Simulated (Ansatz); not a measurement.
# (KF)1(LiCl)2 [001] superlattice, started as rocksalt type: a soft mode frozen in, part 3 of 3

Which phase does (KF)1(LiCl)2 [001] superlattice, started as rocksalt type fall into along its unstable mode, and how much energy does it gain?

Ansatz 0.2.0; DFT PBE, scalar-relativistic, plane waves, PAW.

So far. Step 5 (Energy along the mode, all amplitudes (two of the runs …): The lowest of the steps tried is the last one, at 0.6 Å, 25.8 meV/atom below the parent; the bottom of the well need not coincide with a step. Step 7 (The new phase in its own primitive cell): The largest force component left is 0.94 meV/Å and the pressure is 0.000 GPa, within the tolerances set. The cell now holds 19.82 Å³/atom.

The structure was built from a prototype and need not be the compound's stable phase.

## (8) Modes of the new phase

A relaxed structure may still be a saddle point, so its zone-centre modes are computed. The response to a homogeneous field gives the Born charges and the dielectric tensor, and its change with displacement the Raman tensors.

input.yaml

```yaml
crystal:
  lattice:
    - [-1.7918946345, 1.7918946345, 9.2597479558]
    - [1.7918946345, -1.7918946345, 9.2597479558]
    - [1.7918946345, 1.7918946345, -9.2597479558]
  atoms:
    - { symbol: Cl, position: [0.1705900444, 0.1705900444, 0.0] }
    - { symbol: Cl, position: [0.8312497247, 0.8312497247, 0.0] }
    - { symbol: F, position: [0.5390891218, 0.5390891218, 0.0] }
    - { symbol: K, position: [0.0008503472, 0.0008503472, 0.0] }
    - { symbol: Li, position: [0.6380657156, 0.6380657156, 0.0] }
    - { symbol: Li, position: [0.2989917528, 0.2989917528, 0.0] }
kpoints:
  mp_grid: { grid: [8, 8, 8] }
hamiltonian:
  xc: pbe
scf:
  occupations: { method: fixed }
output:
  eigenvalues: true
phonons:
  method: dfpt
  dielectric: true
  rigid_motions: translations
  raman: true
```

Command:

```console
$ ansatz run input.yaml --threads 4 --pin off --max-ram 14336MiB --backend cpu --events-out ev --progress --plain --runs-dir out
```

Numbers of over 12 decimals in the logs are rounded to 6 here.

The program printed:

```text
[...]
Crystal: 6 atoms, lattice volume = 118.928 Å³
Basis set: ecut = 420 eV, 2319 PW (Γ), exchange–correlation on 144×144×144 points (8 copies of the dense FFT grid, shifted against one another)
Bands: 24, of which v1, the nominal top of the filled ones, is band 18 counted from 1 (17 counted from 0)
Symmetry: 8 space group operations
k-points: 150 of 512 (irreducible under 2 space group operations, time reversal used)
[...]
SCF iter   1: F=—  HF=-4924.573654 eV  |F-HF|=—  |Δ(HF+E_count)|=         —  Δρ=9.18e-4  dr2=3.35e-3  ethr=1.77e-3  ⟨swp⟩=5.0  Hψ=15186  notcnv=0  defer=582
[...]
SCF iter   9: F=-4924.572193 eV  HF=-4924.572193 eV  |F-HF|=3.27e-11  |Δ(HF+E_count)|=  7.39e-10  Δρ=1.21e-7  dr2=2.47e-11  ethr=1.00e-12  ⟨swp⟩=12.9  Hψ=24764  notcnv=0
SCF 1 converged in 9 iterations: F = -4924.572193 eV  dr2 = 2.47e-11
[...]
NSCF: frozen V_eff on 2 k-points
[...]
Bands: 19, of which v1, the nominal top of the filled ones, is band 18 counted from 1 (17 counted from 0)
k-points: 56 of 512 (time reversal used)
[...]
Eigensolver: Dense (56 Hₖ)
SCF iter   1: F=—  HF=-4924.564034 eV  |F-HF|=—  |Δ(HF+E_count)|=         —  Δρ=2.23e-4  dr2=1.36e-5  ethr=1.00e-1
[...]
SCF iter   6: F=-4924.564036 eV  HF=-4924.564036 eV  |F-HF|=3.09e-11  |Δ(HF+E_count)|=  1.68e-10  Δρ=1.23e-7  dr2=3.49e-11  ethr=1.43e-12
SCF 1 converged in 6 iterations: F = -4924.564036 eV  dr2 = 3.49e-11
[...]
SCF converged after 9 iterations
Free energy (F): -4924.572193 eV
[...]
Internal energy: -4924.572193 eV  (E = F + TS)
E sigma→0 (E₀):  -4924.572193 eV
Fermi energy:    1.103158 eV
[...]
--- Band table (eV; the first three rows and the last of 150) ---
  k-point 0: bands = [... 14 lower, 0.6273, 0.6273, 0.9153, 0.9153, 6.2766, 8.2153, 8.9363, 9.1434, ... 2 higher]
  k-point 1: bands = [... 14 lower, 0.3428, 0.5828, 0.6699, 0.6733, 6.8723, 8.6008, 9.3198, 9.5518, ... 2 higher]
  k-point 2: bands = [... 14 lower, -0.0732, 0.1019, 0.1812, 0.6246, 7.9332, 9.1866, 9.6080, 9.8897, ... 2 higher]
  k-point 149: bands = [... 14 lower, 0.6287, 0.6287, 0.9127, 0.9127, 6.6442, 7.6179, 9.0102, 9.1014, ... 2 higher]
[...]
k mesh reduced under 2 symmetry operations, with k and −k counted as one. Each operation leaves every solved perturbation unchanged. A smaller set is not considered because the run solves the response to a homogeneous field
  ASR residual: 7.070e-4 → 0.000e0 eV/Å²; symmetrization residual: 1.572e-6 eV/Å²
  ASR residual per site (eV/Å²): 1.41e-4 3.10e-5 2.30e-4 3.53e-5 7.07e-4 1.18e-4
[...]
ε∞ (high-frequency dielectric tensor):
        2.438696    -0.000000    -0.000000
        0.000000     2.438696     0.000000
       -0.000000    -0.000000     2.313118
  ε⁰ (static dielectric tensor: ions relaxed, cell fixed):
       16.956454    -0.000000    -0.000000
       -0.000000    16.956454     0.000000
       -0.000000     0.000000     4.644497
  ε⁰ − ε∞ (ionic part):
       14.517758    -0.000000    -0.000000
       -0.000000    14.517758     0.000000
       -0.000000     0.000000     2.331379
[...]
Born effective charges Z* (e; rows j = field, columns β = displacement):
    site 0:
        -1.12254    0.00000    0.00000
         0.00000   -1.12254   -0.00000
         0.00000    0.00000   -0.95893
    site 1:
        -1.24596    0.00000    0.00000
         0.00000   -1.24596   -0.00000
        -0.00000    0.00000   -0.92266
    site 2:
        -1.16393    0.00000    0.00000
         0.00000   -1.16393    0.00000
         0.00000    0.00000   -1.18560
    site 3:
         1.12362    0.00000   -0.00000
         0.00000    1.12362   -0.00000
        -0.00000    0.00000    1.30362
    site 4:
         1.20752    0.00000    0.00000
        -0.00000    1.20752    0.00000
         0.00000    0.00000    0.91156
    site 5:
         1.20128    0.00000    0.00000
        -0.00000    1.20128   -0.00000
         0.00000    0.00000    0.85202
  Z* charge neutrality: 4.814e-5 e pre-enforcement
[...]
optical modes at Γ without the LO–TO term, one row a degenerate level:
      ω (cm⁻¹)  modes    IR ((D/Å)²/amu)  static Raman (Å⁴/amu)  depolarisation
         47.43      2             0.6487                 0.0000               —
         87.85      2             0.5654                 0.0458           0.750
        116.78      2            11.9675                 0.0018           0.750
        128.57      1             0.7623                 0.1971           0.257
        168.36      1             0.4763                 0.0929           0.108
        173.20      2             5.4440                 0.1286           0.750
        214.21      2             9.1043                 0.1009           0.750
        215.67      1             1.2375                 0.0870           0.352
        357.79      1             3.3850                 0.6793           0.093
        475.81      1             3.1766                 0.0185           0.495
  optical modes at Γ + LO–TO along q̂ = [1.0000, 0.0000, 0.0000]:
      ω (cm⁻¹)  modes    IR ((D/Å)²/amu)  static Raman (Å⁴/amu)  depolarisation
         47.43      1             0.3243                 0.0000               —
         50.95      1             0.0067                 0.0004           0.750
         87.85      1             0.2827                 0.0229           0.750
         89.02      1             0.0027                 0.0190           0.750
        116.78      1             5.9838                 0.0009           0.750
        128.57      1             0.7623                 0.1971           0.257
        150.41      1             0.1373                 0.0079           0.750
        168.36      1             0.4763                 0.0929           0.108
        173.20      1             2.7220                 0.0643           0.750
        192.68      1             0.1487                 0.0961           0.750
        214.21      1             4.5521                 0.0504           0.750
        215.67      1             1.2375                 0.0870           0.352
        357.79      1             3.3850                 0.6793           0.093
        362.19      1            13.5695                 0.0758           0.750
        475.81      1             3.1766                 0.0185           0.495
  optical modes at Γ + LO–TO along q̂ = [0.0000, 1.0000, 0.0000]:
      ω (cm⁻¹)  modes    IR ((D/Å)²/amu)  static Raman (Å⁴/amu)  depolarisation
         47.43      1             0.3243                 0.0000               —
         50.95      1             0.0067                 0.0004           0.750
         87.85      1             0.2827                 0.0229           0.750
         89.02      1             0.0027                 0.0190           0.750
        116.78      1             5.9838                 0.0009           0.750
        128.57      1             0.7623                 0.1971           0.257
        150.41      1             0.1373                 0.0079           0.750
        168.36      1             0.4763                 0.0929           0.108
        173.20      1             2.7220                 0.0643           0.750
        192.68      1             0.1487                 0.0961           0.750
        214.21      1             4.5521                 0.0504           0.750
        215.67      1             1.2375                 0.0870           0.352
        357.79      1             3.3850                 0.6793           0.093
        362.19      1            13.5695                 0.0758           0.750
        475.81      1             3.1766                 0.0185           0.495
  optical modes at Γ + LO–TO along q̂ = [0.0000, 0.0000, 1.0000]:
      ω (cm⁻¹)  modes    IR ((D/Å)²/amu)  static Raman (Å⁴/amu)  depolarisation
         47.43      2             0.6487                 0.0000               —
         87.85      2             0.5654                 0.0458           0.750
        116.78      2            11.9675                 0.0018           0.750
        138.98      1             0.1567                 0.1542           0.337
        173.20      2             5.4440                 0.1286           0.750
        175.15      1             0.1719                 0.1363           0.053
        214.21      2             9.1043                 0.1009           0.750
        233.43      1             0.7766                 0.0742           0.657
        388.15      1             2.2659                 0.9326           0.078
        510.61      1             5.6666                 0.3352           0.002
```

It took 16 min on 4 threads of Arm Neoverse V2, shared host; peak memory 3.2 GiB; 64 min of CPU time.

Numbers from this step:

```
sum-rule residual before enforcement                    : 7.07e-4 eV/Å²
miss of the charge sum rule                             : 4.81e-5 e
point group                                             : 4mm
highest optical mode at the zone centre (no LO-TO term) : 475.8 cm⁻¹
lowest optical zone-centre mode                         : 47.43 cm⁻¹
mean high-frequency dielectric constant                 : 2.397
largest Born charge (third of the trace)                : 1.184 e
mean static dielectric constant                         : 12.85
top of the zone-centre spectrum with the field          : 510.6 cm⁻¹
```

Without the LO-TO term. Patterns of degenerate modes are one choice out of their space. The modes at Γ (shares of kinetic energy by element, %):

```tsv
mode	frequency (cm⁻¹)	symmetry	Cl %	F %	K %	Li %
1	0.0	acoustic	50	13	27	10
2	0.0	acoustic	50	13	27	10
3	0.0	acoustic	50	13	27	10
4	47.4	E	57	9	27	7
5	47.4	E	57	9	27	7
6	87.8	E	79	2	18	0
7	87.8	E	79	2	18	0
8	116.8	E	10	0	0	90
9	116.8	E	10	0	0	90
10	128.6	A1	58	10	26	6
11	168.4	A1	64	2	31	3
12	173.2	E	4	3	11	82
13	173.2	E	4	3	11	82
14	214.2	E	0	72	17	11
15	214.2	E	0	72	17	11
16	215.7	A1	17	53	14	17
17	357.8	A1	10	1	2	87
18	475.8	A1	1	22	0	78
```

Displacements in mode 5 (47.4 cm⁻¹), the largest set to 1:
```
Cl1 -0.04  0.00  0.00
Cl2  1.00  0.07  0.00
F3  -0.55 -0.04  0.00
K4  -0.65 -0.04  0.00
Li5 -0.40 -0.03  0.00
Li6  0.70  0.05  0.00
```

Displacements in mode 15 (214.2 cm⁻¹), the largest set to 1:
```
Cl1 -0.03  0.00  0.00
Cl2  0.00  0.00  0.00
F3   1.00  0.00  0.00
K4  -0.34  0.00  0.00
Li5 -0.64  0.00  0.00
Li6  0.00  0.00  0.00
```

Optical modes at the zone centre, without and with the macroscopic field of the longitudinal modes; each column is sorted by frequency, so a row need not hold one and the same mode. Modes with and without the field, by row:

```tsv
rank among optical modes	no field (cm⁻¹)	q along (1, 0, 0) (cm⁻¹)	q along (0, 0, 1) (cm⁻¹)
1	47.4	47.4	47.4
2	47.4	51	47.4
3	87.8	87.8	87.8
4	87.8	89	87.8
5	116.8	116.8	116.8
6	116.8	128.6	116.8
7	128.6	150.4	139
8	168.4	168.4	173.2
9	173.2	173.2	173.2
10	173.2	192.7	175.2
11	214.2	214.2	214.2
12	214.2	215.7	214.2
13	215.7	357.8	233.4
14	357.8	362.2	388.1
15	475.8	475.8	510.6
```

Born charge (rows field, columns displacement) (e), principal values of the symmetric part by kind of site:

```tsv
atom	atoms with these values	low	middle	high	mean
Cl1	1	-1.12	-1.12	-0.96	-1.07
Cl2	1	-1.25	-1.25	-0.92	-1.14
F3	1	-1.19	-1.16	-1.16	-1.17
K4	1	1.12	1.12	1.30	1.18
Li5	1	0.91	1.21	1.21	1.11
Li6	1	0.85	1.20	1.20	1.08
```

In full for Li5:

```
1.21 0.00 0.00
0.00 1.21 0.00
0.00 0.00 0.91
```

High-frequency dielectric tensor:

```
2.44 0.00 0.00
0.00 2.44 0.00
0.00 0.00 2.31
```

Static dielectric tensor (ions relaxed, fixed cell):

```
16.96  0.00  0.00
 0.00 16.96  0.00
 0.00  0.00  4.64
```

Transverse modes. Infrared lines, with heights relative to the strongest:

```tsv
position (cm⁻¹)	relative intensity
47	5.4
88	4.7
117	100
129	6.4
168	4.0
173	45
214	76
216	10
358	28
476	27
```

Activity x (w_L - w)^4 (n + 1)/w, 532 nm, 300 K; modes without the macroscopic field alone. Lines of the Raman spectrum (strongest = 100):

```tsv
position (cm⁻¹)	relative intensity
47	0.0
88	46
117	1.1
129	100
168	30
173	39
214	22
216	18
358	66
476	1.2
```

Before it was imposed, the acoustic sum rule was missed by 7.1e-4 eV/Å² and the charge sum rule by 4.8e-5 e. Small misses are needed for a sound result but don't prove that mesh and cutoff are converged. The lowest optical mode is real, 47.4 cm⁻¹.

## (9) The phases reached

The phases reached along the modes that were followed are set side by side.

Energies are those of the first relaxation, on the mesh of the frozen mode; space group, volume and gap are those of the last relaxation. Phases, by row:

```tsv
mode frozen in	space group	energy from parent (meV/atom)	volume (Å³/atom)	gap on mesh (eV)	lowest zone-centre optical mode (cm⁻¹)	largest shift (Å)
parent	I4/mmm	0	19.81	5.092	–	–
q = (0, 0, 0), 106i cm⁻¹	I4mm	-69.46	19.82	5.173	47.4	0.789
```

## (10) What came out

```yaml
unstable_mode_of_the_parent: q = (0, 0, 0), 106i cm⁻¹
depth_at_the_lowest_point_sampled: 25.8 meV/atom
largest_atomic_shift_at_that_point: 0.6 Å
space_group_reached_within_0p01_a: I4mm
energy_gained_over_the_parent_first_relaxation_on_the_mesh_of_the_frozen_mode: 69.5 meV/atom
volume_per_atom_phase_reached: 19.8 Å³
gap_on_the_k_mesh_phase_reached: 5.17 eV
lowest_optical_zone_centre_mode_phase_reached: 47.4 cm⁻¹
highest_optical_mode_at_the_zone_centre_no_lo_to_term_phase_reached: 476 cm⁻¹
```

What this shows: Along this mode the structure falls into I4mm, 69.5 meV/atom below the parent. At the parent's cell the well is 25.76 meV/atom deep on the steps tried, with its lowest point at a shift of 0.6 Å. That is the last step tried, so the steps alone don't bracket the bottom of the well. Relaxing atoms and cell changes the gain by +43.70 meV/atom against the lowest step (energies at zero smearing). Most of the total comes from this relaxation. The new phase has no imaginary mode at the zone centre of its cell; other wavevectors were not checked. Each path keeps the symmetry of its pattern, so a lower phase may lie along a pattern not tried. The starting cell was built on a prototype and not taken from a measurement, so the phase need not exist.

[Logs are printed without paths, hosts, clocks, repeated set-up lines and the standing remarks that a program may print on its own settings, such as how far it seeks lower states.]

[Hosts, paths, dates, database ids (printed as entryN), source tags and the programs' standing remarks are cut or masked in the printed files.]
